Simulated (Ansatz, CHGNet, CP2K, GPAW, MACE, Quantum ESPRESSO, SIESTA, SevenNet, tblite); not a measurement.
**Generalised stacking fault on (111) (shuffle set) of a GaAs-GaSb solid solution (48 atoms): other programs against plane waves**

One geometry of generalised stacking fault on (111) (shuffle set) of a GaAs-GaSb solid solution (48 atoms) is solved by several programs and methods. How far do their forces lie from a plane-wave PBE run?

Results are calculated, not measured.

## (1) The structure

The cell holds 48 atoms (24 Ga, 10 Sb and 14 As), with edges of 8.27, 7.16 and 20.48 Å. Recipe: zinc-blende GaAs (a = 5.8453 Å), cell with z along [111], 2 x 1 x 2 periods; the third cell vector is tilted by 0.750 of 1/2[1-10] and lengthened by 0 Å, so the cell holds one fault (shuffle set); displaced by a Gaussian of 0.01 Å; 10 of 24 As sites given to Sb at random (lattice constant by Vegard's rule between GaAs and GaSb) Then every atom was moved at random, 0.02 Å r.m.s. a Cartesian component. The density is 5.46 g/cm³.

## (2) The reference input

Quantum ESPRESSO 7.5: Kohn-Sham DFT, PBE, SSSP efficiency 1.3.0 pseudopotentials, plane waves. Its input, pw.in:

```
&control
  calculation = 'scf'
  pseudo_dir = './pseudo'
  outdir = './tmp'
  disk_io = 'none'
  tprnfor = .true.
  tstress = .true.
/
&system
  ibrav = 0
  nat = 48
  ntyp = 3
  ecutwfc = 60
  ecutrho = 480
  nosym = .true.
  occupations = 'smearing'
  smearing = 'fd'
  degauss = 0.003675
/
&electrons
  conv_thr = 2.4e-07
  electron_maxstep = 100
  mixing_beta = 0.2
  mixing_mode = 'local-TF'
  diagonalization = 'david'
/
ATOMIC_SPECIES
Ga 69.723 Ga.upf
Sb 121.760 Sb.upf
As 74.922 As.upf
CELL_PARAMETERS angstrom
8.26650 0.00000 0.00000
0.00000 7.15900 0.00000
3.09994 0.00000 20.24871
ATOMIC_POSITIONS crystal
Ga 0.40003 0.49664 0.93738
Sb 0.72514 0.50015 0.06298
Ga 0.70648 0.82628 0.10505
As 0.66191 0.83131 0.23009
[... 42 atom lines left out ...]
Ga 0.96083 0.16547 0.76938
Sb 0.91386 0.16136 0.89587
K_POINTS gamma
```

```console
$ OMP_NUM_THREADS=1 mpirun -np 4 pw.x -in pw.in > output.txt
```

Elapsed: 13 min, on 4 MPI ranks of Arm Neoverse V1, shared host; peak memory 3.8 GiB; 52 min of CPU time.

It converged with an r.m.s. force component of 0.67 eV/Å and a pressure of 4.9 GPa.

## (3) What was run beside it

- CHGNet: machine-learned potential, published weights.
- CP2K 2026.2: Gaussian basis with GTH pseudopotentials and a plane-wave density; labels give functional, basis (MOLOPT sets; SR short-range, UZH the newer set with its own potentials), grid cutoff/relative cutoff and solver (OT: orbital transformation; TRS4, TC2, SIGN: linear-scaling purification with its sparsity filter), or its built-in tight binding.
- GPAW 26.7.0: PAW with atomic orbitals (LCAO), plane waves or a real-space grid of spacing h.
- MACE: machine-learned potential, published weights.
- Quantum ESPRESSO 7.5: plane waves; labels (QE) give functional, pseudopotential set and cutoffs of waves/density.
- SIESTA 5.4.2: numerical atomic orbitals, whose automatically made sets are far from complete, with PseudoDojo norm-conserving potentials that we converted to its format (checked against plane waves on the same files for H, C, O, Si, Ge and Ca alone); labels give functional, basis size, energy shift and mesh cutoff.
- SevenNet: machine-learned potential, published weights.
- tblite 0.8.0: extended tight binding, driven from Python.

All use the same cell and atoms, and the electronic-structure runs the same k-mesh.

## (4) All runs compared

Differences are against the reference: forces as r.m.s. over components, share as that over the reference's r.m.s. force, slope as the fitted ratio of a run's forces to the reference's.

```csv
run,"Δ force, r.m.s. (meV/Å)",share (%),slope,Δ pressure (GPa),cores,CPU time,memory (GiB)
reference,-,-,-,-,4,52 min,3.8
CHGNet 0.3.0 potential,388,58.1,0.459,-1.80,1,3.6 s,0.54
"CP2K LDA, DZVP-MOLOPT-SR, 800/60 Ry, diagonalisation",53.7,8.05,0.940,-3.70,2,6.3 min,4.2
"CP2K PBE+D4, DZVP-MOLOPT-SR, 800/60 Ry, diagonalisation",28.5,4.27,1.022,-1.95,2,7.5 min,4.5
"CP2K PBE, DZVP-MOLOPT (SR for Ga, Sb, As), 800/60 Ry, diagonalisation",28.9,4.34,1.023,0.811,2,7.5 min,4.4
"CP2K PBE, DZVP-MOLOPT-SR, 1120/60 Ry, diagonalisation",19.1,2.86,1.024,0.809,2,9.1 min,7.8
"CP2K PBE, DZVP-MOLOPT-SR, 560/60 Ry, diagonalisation (coarse)",71.1,10.7,1.021,0.839,2,6.5 min,2.8
"CP2K PBE, DZVP-MOLOPT-SR, 800/60 Ry, diagonalisation",28.9,4.34,1.023,0.811,2,7.5 min,4.4
"CP2K PBE, DZVP-MOLOPT-SR, 800/70 Ry, diagonalisation",28.9,4.34,1.023,0.811,2,8.4 min,4.4
"CP2K PBE, SZV-MOLOPT-SR, 800/60 Ry, diagonalisation (coarse)",175,26.3,1.171,1.80,1,4.7 min,4.3
"CP2K PBE, TZV2P-MOLOPT (SR for Ga, Sb, As), 800/60 Ry, diagonalisation",28.3,4.24,1.021,0.712,4,8.9 min,7.0
"GPAW PBE, LCAO dzp, h 0.15 Å",39.6,5.93,1.048,-,1,7.1 min,2.9
"GPAW PBE, LCAO dzp, h 0.2 Å",40.2,6.02,1.049,-,1,3.2 min,1.3
"GPAW PBE, LCAO dzp, h 0.2 Å, other mixer settings",40.3,6.03,1.049,-,1,3.5 min,1.2
"GPAW PBE, plane waves 550 eV",20.3,3.04,1.006,0.251,2,7.2 min,1.4
"GPAW revPBE, LCAO dzp, h 0.2 Å",54.6,8.18,1.063,-,1,3.2 min,1.3
MACE MP-0b2 small potential,242,36.2,0.761,-1.58,1,7.3 s,0.67
"QE PBE, gbrv-1.5, 40/200 Ry",4.09,0.613,0.998,-0.195,4,10 min,1.5
"SIESTA PBE, DZ, shift 0.01 Ry, mesh 300 Ry (coarse)",39.8,5.96,1.022,-0.227,1,2.1 min,0.75
"SIESTA PBE, DZP, shift 0.01 Ry, mesh 150 Ry (coarse)",52.9,7.92,0.996,0.974,1,2.2 min,0.57
"SIESTA PBE, DZP, shift 0.01 Ry, mesh 300 Ry",41.6,6.24,0.994,0.551,1,5.6 min,1.2
"SIESTA PBE, SZ, shift 0.01 Ry, mesh 300 Ry (coarse)",202,30.2,1.280,3.45,1,85 s,0.62
"SIESTA vdW-DF, PBE potentials, DZP, shift 0.01 Ry, mesh 300 Ry",57.2,8.57,1.023,3.40,2,13 min,2
SevenNet l3i5 potential,241,36.1,0.772,-1.57,1,9.8 s,0.91
tblite GFN1-xTB,294,44.0,1.210,4.01,1,4.6 s,0.12
```

Rows marked coarse use a setting chosen to be so.

Times of the machine-learned potentials are mostly Python's start and the loading of weights.

CPU time is summed over cores on shared hosts, so it is rough.

## (5) Findings

Forces lie from 0.61 % (QE PBE, gbrv-1.5, 40/200 Ry) to 58 % (CHGNet 0.3.0 potential) of the reference's r.m.s. force of 0.67 eV/Å away from it. Other PBE runs on plane waves or a grid: GPAW PBE, plane waves 550 eV 3.0 % and QE PBE, gbrv-1.5, 40/200 Ry 0.61 % of the r.m.s. force; the reference has errors of its own, so differences under a few per cent don't tell which side is nearer the exact PBE result. The PBE runs in local orbitals, coarse settings apart, differ by 2.9 % (CP2K PBE, DZVP-MOLOPT-SR, 1120/60 Ry, diagonalisation) to 6.2 % (SIESTA PBE, DZP, shift 0.01 Ry, mesh 300 Ry); basis, grid and potentials can all enter. Tight binding differs by 44 % (tblite GFN1-xTB); it is another model, with fitted parameters of its own, and the xTB methods hold dispersion.

Machine-learned potentials differ by 36 % (SevenNet l3i5 potential) to 58 % (CHGNet 0.3.0 potential); they were trained on other programs' data. That alone wouldn't give differences this large: the cell likely lies far from what they were trained on. Among those trained on PBE data the slope goes as low as 0.46, which softening far from their training structures can give, though the reference's k-sampling is untested too. Rows with another functional or a dispersion term differ by 4.3 % (CP2K PBE+D4, DZVP-MOLOPT-SR, 800/60 Ry, diagonalisation) to 8.6 % (SIESTA vdW-DF, PBE potentials, DZP, shift 0.01 Ry, mesh 300 Ry), which mixes the change of model with differences of basis and potentials, some of them made for another functional. Runs with settings chosen to be coarse differ by 6.0 % (SIESTA PBE, DZ, shift 0.01 Ry, mesh 300 Ry) to 30 % (SIESTA PBE, SZ, shift 0.01 Ry, mesh 300 Ry), their programs' other errors included. SIESTA PBE, SZ, shift 0.01 Ry, mesh 300 Ry stiffens the forces by a factor of 1.28 while following their directions (correlation 0.996); the slopes of the 5 SIESTA runs lie between 0.99 and 1.28. From CP2K PBE, DZVP-MOLOPT-SR, 560/60 Ry, diagonalisation to the finer CP2K PBE, DZVP-MOLOPT-SR, 1120/60 Ry, diagonalisation the share falls from 11 to 2.9 %. From GPAW PBE, LCAO dzp, h 0.2 Å to the finer GPAW PBE, LCAO dzp, h 0.15 Å the share goes from 6.02 to 5.93 %, so the grid isn't what parts these runs from the reference. Pressures at PBE, coarse settings apart, lie -0.20 to +0.81 GPa from the reference's.

**Limits.** Periodic xTB results under one method name differ between programs and library versions. The potentials hold different valence shells: 532 electrons in the reference, 432 in CP2K with TZV2P-MOLOPT, 292 in GPAW, 676 in Quantum ESPRESSO with GBRV and 672 in SIESTA; this bears on time and differences. GPAW's setups keep the filled d shell of Ga in the core. The reference's pressure holds the uncorrected Pulay stress of its 60 Ry basis, so small pressure differences, may be the reference's own error. GPAW's Ga setup keeps the 3d shell in the core. Machine-learned potentials mimic data converged in k, so the reference's own k-point error enters their differences. The reference's stress is far from hydrostatic: its diagonal is 11.1, 1.2, 2.4 GPa, compression counted positive. The host structure and its lattice constant were typed by rule, without a check against the phase diagram. The electronic-structure runs sample only Γ, in a cell whose shortest periodic width is 7 Å, which is coarse for a cell with partly filled levels. Spin–orbit coupling is left out, which matters for the levels of the heavy elements. The reference's pressure of 4.9 GPa reflects the volume that the recipe set, positions that aren't this level's minimum and the coarse k-sampling. The reference's 60/480 Ry lie under the cutoffs that SSSP recommends for Ga (70/560 Ry). Where levels are smeared, the DFT runs use Fermi–Dirac occupations at 580 K (0.05 eV), and energies are free energies. The atoms were displaced at random, and shares hang on the size of the forces that this gives. The reference's cutoffs and mesh weren't converged further here.

[Long decimals in the printed logs are rounded to 6 places.]

[Logs are printed without paths, hosts, clocks, repeated set-up lines and the standing remarks that a program may print on its own settings, such as how far it seeks lower states.]

[Hosts, paths, dates, database ids (printed as entryN), source tags and the programs' standing remarks are cut or masked in the printed files.]

[Only finished runs are shown, without SIESTA runs on faulty potentials for Cu, Fe, Ni or Zn; cells were taken only where this reference lay near another plane-wave run.]
